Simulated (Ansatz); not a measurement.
# Localised basis functions on C(111) slab, H on the bottom face (272 atoms), part 2 of 2

Aim: test how closely localised support functions follow the reference on C(111) slab, H on the bottom face (272 atoms), and at what cost. A setting counts as converged where the r.m.s. difference of forces stays under 1 % of the r.m.s. force.

Ansatz 0.2.0; Kohn-Sham DFT, PBE+D3(BJ), PAW (set soft_2), plane waves.

The cell: 256 C and 16 H. Beside vacuum, support functions can miss their usual error bounds without a warning. The main run has no spin polarisation.

So far. Step 4 (Support functions low): Forces differ from the reference by 1.8 meV/Å r.m.s., 0.14 % of their size, well within a tolerance of 1 %; the energy by -3.9 meV/atom. Step 5 (Support functions high): Forces differ from the reference by 1.7 meV/Å r.m.s., 0.13 % of their size, well within a tolerance of 1 %; the energy by -3.9 meV/atom. It took 35 min and 46 cycles; the reference's time can't be set against it, since the two runs asked for unlike analyses.

### Step 6. Support functions medium, radius 2.88 Å

The radius confines each support function; a larger one gives more freedom and more work per atom.

This step: Kohn-Sham DFT, PBE+D3(BJ), PAW (set soft_2), localised support functions (medium) (Ansatz 0.2.0).

The input, input.yaml:

```yaml
crystal:
  lattice:
    - [10.089, 0.0, 0.0]
    - [-5.0445, 8.73733, 0.0]
    - [0.0, 0.0, 28.02071]
  atoms:
    [... the 272 atom lines of step 2 ...]
kpoints:
  mp_grid: { grid: [2, 2, 1] }
hamiltonian:
  xc: pbe
  dispersion: d3bj
scf:
  occupations: { method: gaussian, width: 0.025 }
  eigensolver: { kind: { support_functions: { accuracy: medium, radius: 2.88 } } }
  mixing: { beta: 0.2 }
  max_iter: 150
output:
  forces: true
  eigenvalues: true
```

Launch:

```sh
ansatz run input.yaml --threads 8 --pin off --max-ram 15872MiB --backend cpu --events-out ev --progress --plain --runs-dir out
```

Numbers of over 12 decimals in the logs are rounded to 6 here.

Output:

```text
[...]
Crystal: 272 atoms, lattice volume = 2470.051 Å³
Basis set: ecut = 420 eV, 48297 PW (Γ), exchange–correlation on 144×144×384 points (8 copies of the dense FFT grid, shifted against one another)
Bands: 624, of which v1, the nominal top of the filled ones, is band 520 counted from 1 (519 counted from 0)
Symmetry: 1 space group operations
k-points: 4
[...]
Eigensolver: Support functions (medium, 48×48×144 points, laid for a spacing of at most 0.228497 Å, radius 2.880000 Å, 47 sites without an atom, 2 species' potentials softened for the grid, 2 wholly corrected for its errors in the mean over positions, 2 with the egg-box correction, energy correction by stochastic trace)
[...]
SCF iter   1: F=—  HF=-64473.121090 eV  |F-HF|=—  |Δ(HF+E_count)|=         —  Δρ=9.51e-2  dr2=1.77e2  ethr=1.00e-1
[...]
SCF iter  32: F=—  HF=-64465.754446 eV  |F-HF|=—  |Δ(HF+E_count)|=   1.32e-7  Δρ=2.09e-5  dr2=1.83e-5  ethr=2.38e-9  κ⁻¹=5.3e-5(r=7)
SCF iter  33: F=-64465.754448 eV  HF=-64465.754449 eV  |F-HF|=2.14e-7  |Δ(HF+E_count)|=   2.68e-6  Δρ=1.22e-5  dr2=5.38e-6  ethr=1.76e-9
SCF 1 converged in 33 iterations: F = -64465.787030 eV  dr2 = 5.38e-6
[...]
SCF converged after 33 iterations
[...]
Free energy (F): -64465.787030 eV
[...]
Internal energy: -64465.742975 eV  (E = F + TS)
E sigma→0 (E₀):  -64465.765003 eV
Entropy (-TS):   -0.044055 eV (-0.162 meV/atom)
Fermi energy:    6.703684 eV
[...]
Σ components = -64465.787030   (vs F -64465.787030, Δ=0.00e0)
--- Forces (eV/Å), atoms counted from 1 ---
  atom   1  C      1.36848413    -0.73224606    -1.23550211
  atom   2  C     -0.44036939    -0.42929379     1.38575682
  atom   3  C      1.18944685    -0.27512856     0.18243253
  atom   4  C     -1.45981848     1.24745082     0.99535603
[...]
atom 272  H      0.07347717     0.06986985    -0.76343444
  max |Σ_I F_I| component: 8.26e-3 eV/Å
--- Band table (eV) ---
[...]
```

Elapsed: 12 min, on 8 threads of Arm Neoverse N1, shared host; peak memory 5.8 GiB.

Keys that differ from the reference: support_functions.accuracy = "medium", support_functions.radius = 2.88, scf.max_iter = 150 and scf.mixing.beta = 0.2.

Forces differ from the reference by 1.8 meV/Å r.m.s., 0.14 % of their size, well within a tolerance of 1 %; the energy by -3.9 meV/atom.

### Step 7. The ladder side by side

Differences are against the plane-wave reference (Kohn-Sham DFT, PBE+D3(BJ), PAW (set soft_2), plane waves), whose r.m.s. force component is 1.30 eV/Å. Energies are set beside the reference only for runs with its functional, potentials and electron count. Times are for 8 threads of Arm Neoverse N1, shared host. The reference's time includes the DOS and grids, which some other runs skip.

```tsv
run	Δ force, r.m.s. (meV/Å)	share of r.m.s. force (%)	Δ energy (meV/atom)	cycles	time	host memory (GiB)
reference	-	-	-	34	17 min	12
support functions medium	1.72	0.133	-3.87	33	12 min	5.9
support functions low	1.85	0.142	-3.87	29	11 min	5.8
support functions high	1.68	0.130	-3.87	46	35 min	9.5
support functions medium, radius 2.88 Å	1.76	0.136	-3.87	33	12 min	5.8
```

### Step 8. What the reference run shows

With the settings judged, the reference run is read for its physics.

Neighbours are counted within 1.85 Å (C-C), 1.34 Å (C-H).

Length of the force by element and coordination:

```tsv
element	coordination	atoms	mean length of the force (eV/Å)	spread	least	most
C	all	256	1.95	1.22	0.106	5.90
C	3	16	4.32	0.200	3.94	4.68
C	4	240	1.80	1.09	0.106	5.90
H	all	16	0.829	0.674	0.167	2.35
```

Löwdin charges by element and coordination (they lack the spilled electrons, 0.017 e an atom on average):

```tsv
element	coordination	atoms	mean charge (e)	spread	least	most
C	all	256	0.0078	0.0387	-0.153	0.0661
C	3	16	0.01	0.0167	-0.0276	0.0369
C	4	240	0.0077	0.0398	-0.153	0.0661
H	all	16	0.161	0.0127	0.137	0.185
```

By region:

```tsv
region	atoms	mean length of the force (eV/Å)
slab	256	1.95
hydrogen	16	0.829
```

States in the cell by windows of 1 eV, zero at the Fermi level; the larger projections on atomic orbitals stand beside the total:

```tsv
from (eV)	to (eV)	total	C p	C s
-10	-9	58.3	47.6	9.8
-9	-8	69.3	58.4	9.2
-8	-7	88.6	78.5	8.5
-7	-6	94.5	86.4	6.0
-6	-5	94.3	87.5	4.6
-5	-4	85.1	80.4	3.2
-4	-3	64.3	61.5	1.8
-3	-2	34.1	32.7	0.9
-2	-1	13.2	12.8	0.2
-1	0	13.4	11.5	1.7
0	1	20.6	17.9	2.4
1	2	0.0	0.0	0.0
2	3	3.5	0.5	0.2
3	4	15.4	5.9	4.3
4	5	42.8	21.1	10.8
```

The curve was stored every 0.10 eV, coarse against its broadening of 0.08 eV, so these counts are rough.

Between -23 and -10 eV lie 420 more states.

The levels nearest the highest filled one (over half full), pooled over k-points and spins:

```tsv
level less the highest filled one (eV)	occupation
-0.0174	1.68
-0.017	1.66
-0.0144	1.59
-0.0142	1.58
-0.0097	1.42
0	1.00
0.0039	0.826
0.0086	0.629
0.0089	0.617
0.0117	0.508
0.0152	0.391
0.0192	0.277
```

Planar average of the electrostatic potential energy along the normal, with the Fermi level as zero, after a running mean with a triangular window 4 Å wide at its base:

```tsv
height (Å)	potential energy (eV)
0.0	4.21
0.7	3.99
1.6	3.73
2.3	3.51
3.2	3.24
3.9	2.91
4.8	1.83
5.5	-0.87
6.4	-6.33
7.2	-10.23
8.0	-11.80
8.8	-11.94
9.5	-11.99
10.4	-12.01
11.1	-12.03
12.0	-12.05
12.7	-12.10
13.6	-12.23
14.3	-12.30
15.2	-12.31
15.9	-12.25
16.8	-12.21
17.5	-12.20
18.4	-12.19
19.1	-12.12
19.8	-11.95
20.7	-11.50
21.5	-10.45
22.3	-6.07
23.1	-0.64
23.9	4.13
24.7	5.06
25.5	4.93
26.3	4.73
27.1	4.47
27.9	4.25
```

Electrostatic potential energy in the ca plane at fractional y = 0.001, with atoms of C and H within 0.2 Å of it. With pseudopotentials it is smooth inside the atoms' cores, unlike the true potential.

Ten even steps from '0' (-53 eV) to '9' (11 eV):
```
9999999999999999977500589999999973048501699999
9999999999999999999877889988889887788877899988
9999999999999999999998789887788877899988889887
9999999999999999999998789887788877899988889877
9999999999999999999988899988889888789888889888
9999999999999999977722699999999973148623799999
9999999999999999813400389999999960007200489999
9999999999999999845500589999999971027400589999
9999999999999999999866889988899987578756889988
9999999999999999999988789877788878899988889887
9999999999999999999988788876788877899988788876
9999999999999999999988889888889888889988889888
9999999999999999988744789999999985468744799998
9999999999999999824400489999999960017300489999
9999999999999999834400489999999960017300489999
9999999999999999988744789999999985368744799988
9999999999999999999988889888889888889988889887
9999999999999999999988788877788877899988888876
9999999999999999999988789887889888889988889887
9999999999999999999866889998899986468756889998
9999999999999999845500489999999970017400589999
9999999999999999813400389999999960007300489999
9999999999999999978722689999999985258622789999
9999999999999999999988889988889888889887889888
9999999999999999999998889877788877899988789877
9999999999999999999998889887788877899988889877
9999999999999999999877899988889987678877889988
9999999999999999856611699999999972037501689999
9999999999999999813300389999999960006200489999
```
Columns run along c (16.0 Å, from fractional 0.00 to 0.57 of the cell; values clipped at the 3rd and 97th percentile), rows up along a (10.1 Å). Atoms in or near the plane, at fractional coordinates: C at (0.25, 0.25), C at (0.42, 0.25), C at (0.47, 0.25), C at (0.25, 0.50), C at (0.42, 0.50), C at (0.47, 0.50), C at (0.25, 0.75), C at (0.42, 0.75), C at (0.47, 0.75), C at (0.25, 0.00), C at (0.42, 0.00), C at (0.47, 0.00), H at (0.21, 0.25), H at (0.21, 0.50) and more.

Valence density in the ca plane at fractional y = 0.001, with atoms of C and H within 0.2 Å of it. It is the smooth field of the valence electrons, not physical close to the nuclei.

Ten even steps from '0' (0.0 e/Å³) to '9' (2.0 e/Å³):
```
0000000000000000135688520011100147865678410011
0000000000000000001246421123211135432245311123
0000000000000000000123321246532234210123321246
0000000000000000000023321247632233210123321257
0000000000000000001234321123321135421234321134
0000000000000000024577520011100137864577410011
0000000000000000179998620000000148998898510000
0000000000000000157788520001100148876788510001
0000000000000000012356421122211136532356421122
0000000000000000000124421246532234311124321246
0000000000000000000023322358632234210123322368
0000000000000000001134421235421234321134321235
0000000000000000013467521112110137743467411112
0000000000000000168899620000000148987898510000
0000000000000000168898620000000148987898510000
0000000000000000012367521111110137743467411112
0000000000000000001124421234321234321134321235
0000000000000000000023322257632233210123321358
0000000000000000000124421235521234311123321246
0000000000000000012357521112211136643356421122
0000000000000000157789620001100148986788510001
0000000000000000179999620000000148987898510000
0000000000000000024578520011110137754578410011
0000000000000000001234321123321134421235321123
0000000000000000000013321247632234210123321257
0000000000000000000123321246532234311123321257
0000000000000000011245321123211136532245321123
0000000000000000146678520011100148875688510011
0000000000000000179998620000000148998998510000
```
Columns run along c (16.0 Å, from fractional 0.00 to 0.57 of the cell), rows up along a (10.1 Å). Atoms in or near the plane, at fractional coordinates: C at (0.25, 0.25), C at (0.42, 0.25), C at (0.47, 0.25), C at (0.25, 0.50), C at (0.42, 0.50), C at (0.47, 0.50), C at (0.25, 0.75), C at (0.42, 0.75), C at (0.47, 0.75), C at (0.25, 0.00), C at (0.42, 0.00), C at (0.47, 0.00), H at (0.21, 0.25), H at (0.21, 0.50) and more.

Mean Löwdin charges: C +0.01, H +0.16 e (they miss 0.44 % of the electrons, so they add up to more than the cell's charge). Charges this small depend on the projection, at times even in sign. Within 0.4 eV of the Fermi level the largest share is C p (87 % of the projected weight). The potential slopes across the vacuum by 0.30 eV/Å: the slab bears a dipole, and with periodic images along the normal there is no flat vacuum level to read.

### Step 9. Local order

These statistics describe the geometry on which the runs were made.

Normalised to the volume that the atoms fill. Pair distribution functions g(r), in bins of 0.1 Å:

```tsv
r (Å)	total	C-C	C-H	H-H
0.95	0.00	0.00	0.00	0.00
1.05	0.27	0.00	2.46	0.00
1.15	0.19	0.00	1.71	0.00
1.25	0.00	0.00	0.00	0.00
1.35	0.00	0.00	0.00	0.00
1.45	0.38	0.43	0.00	0.00
1.55	6.54	7.38	0.00	0.00
1.65	0.22	0.25	0.00	0.00
1.75	0.00	0.00	0.00	0.00
1.85	0.00	0.00	0.00	0.00
1.95	0.00	0.00	0.00	0.00
2.05	0.01	0.00	0.07	0.00
2.15	0.30	0.00	2.72	0.00
2.25	0.04	0.00	0.38	0.00
2.35	0.00	0.00	0.00	0.00
2.45	1.68	1.83	0.00	16.20
2.55	6.31	6.90	0.00	58.60
2.65	0.06	0.03	0.30	0.00
2.75	0.37	0.00	3.37	0.00
2.85	0.17	0.15	0.27	0.00
2.95	4.99	5.63	0.00	0.00
3.05	0.33	0.37	0.00	0.00
3.15	0.00	0.00	0.00	0.00
3.25	0.03	0.00	0.26	0.00
3.35	0.12	0.00	1.08	0.00
3.45	0.14	0.02	1.11	0.00
3.55	1.60	1.79	0.12	0.00
3.65	0.21	0.23	0.00	0.00
3.75	0.00	0.00	0.00	0.00
3.85	2.15	2.41	0.14	0.00
3.95	1.11	1.16	0.78	0.00
4.05	0.00	0.00	0.04	0.00
4.15	0.16	0.00	1.48	0.00
4.25	0.12	0.03	0.77	0.54
4.35	4.34	4.79	0.27	21.40
4.45	0.65	0.63	0.70	3.01
4.55	0.38	0.33	0.77	0.00
4.65	2.50	2.75	0.51	0.00
4.75	0.04	0.03	0.17	0.00
4.85	0.00	0.00	0.01	0.00
4.95	0.22	0.12	1.04	0.80
5.05	1.76	1.90	0.16	17.50
5.15	0.15	0.05	0.98	0.38
5.25	2.65	2.93	0.46	0.00
```

Bonds by pair of elements; cutoffs follow the first minimum of g(r), held within bounds set by covalent radii, and pairs that aren't listed don't count as bonded:

```tsv
pair A-B	cutoff (Å)	bonds	mean length (Å)	spread (Å)	shortest (Å)	B about A	A about B
C-C	1.85	496	1.54	0.028	1.46	3.88	3.88
C-H	1.34	16	1.09	0.029	1.04	0.062	1
```

How many atoms have how many bonded neighbours:

```tsv
element	mean	1	3	4
C	3.94	0	16	240
H	1	16	0	0
```

For some of the pairs, g(r) has its first main peak near 1.54 Å (C-C), 1.09 Å (C-H) and 2.52 Å (H-H). Counting bonds as in the table, 94 % of C atoms have 4 and all H atoms have 1 bonded neighbour.

Local excerpt of 14 atoms (numbers count through the whole input) about C256, which bears the longest force among the free atoms; x, y, z are measured from there.

```tsv
atom	x	y	z	distance (Å)	bonds	Löwdin charge (e)	Fx	Fy	Fz (eV/Å)
C256	0.00	0.00	0.00	0.00	4	0.01	-0.65	-0.11	5.86
C253	-0.01	-0.01	-1.46	1.46	4	0.03	0.66	0.37	-3.36
C63	0.00	1.45	0.56	1.55	3	0.00	0.45	0.02	-4.03
C111	1.25	-0.73	0.59	1.56	3	-0.01	-0.27	-0.19	-4.37
C255	-1.29	-0.73	0.54	1.58	3	0.03	0.81	0.18	-4.25
C254	-1.26	0.72	-2.02	2.48	4	0.02	-0.07	-0.05	0.27
C110	1.30	0.74	-1.99	2.49	4	0.01	-2.12	0.05	-1.04
C160	1.26	-2.17	0.01	2.51	4	0.01	-0.43	-0.52	4.20
C112	2.51	-0.05	0.05	2.51	4	0.01	0.00	1.30	4.88
C158	-0.01	-1.44	-2.06	2.51	4	0.01	-0.28	-1.18	1.73
C96	-1.29	-2.16	0.03	2.52	4	0.00	0.51	-0.57	5.13
C64	1.26	2.19	0.00	2.52	4	0.01	0.12	-0.46	4.59
C240	-1.26	2.22	0.03	2.55	4	0.00	-0.34	-1.26	5.28
C224	-2.55	-0.01	0.05	2.55	4	0.00	0.89	0.40	4.59
```

The column of bonds counts only the pairs C-C within 1.85 Å, C-H within 1.34 Å; other neighbours, such as metal atoms beside each other in a compound, aren't counted, and periodic images can show an atom twice.

### Step 10. Results

```
free energy per atom        : -237.0027 eV/atom
r.m.s. force component      : 1.298 eV/Å
wall time of the 5 DFT runs : 87 min
```

Against plane waves at 420 eV, the forces differ by 1.7 meV/Å (0.13 %) with support functions medium. Differences between support functions and plane waves include what basis error the plane-wave run still has. The force difference hardly changes among these support-function runs, which points to the basis of the plane-wave reference as its main source.

23 levels are partly filled, by over 2 % (on the run's k-points): no clear gap opens at this level. Levels of broken or missing bonds inside a gap of the host would look the same. Counting bonds as in the table, 94 % of C atoms have 4 and all H atoms have 1 bonded neighbour.

**Limits.** The geometry was built by rule, was displaced at random and isn't relaxed at this level: its force components are 1.3 eV/Å r.m.s. The slab bears a dipole and has periodic images along its normal, so a spurious field crosses the vacuum.

[Logs are printed without paths, hosts, clocks, repeated set-up lines and the standing remarks that a program may print on its own settings, such as how far it seeks lower states.]

[Hosts, paths, dates, database ids (printed as entryN), source tags and the programs' standing remarks are cut or masked in the printed files.]
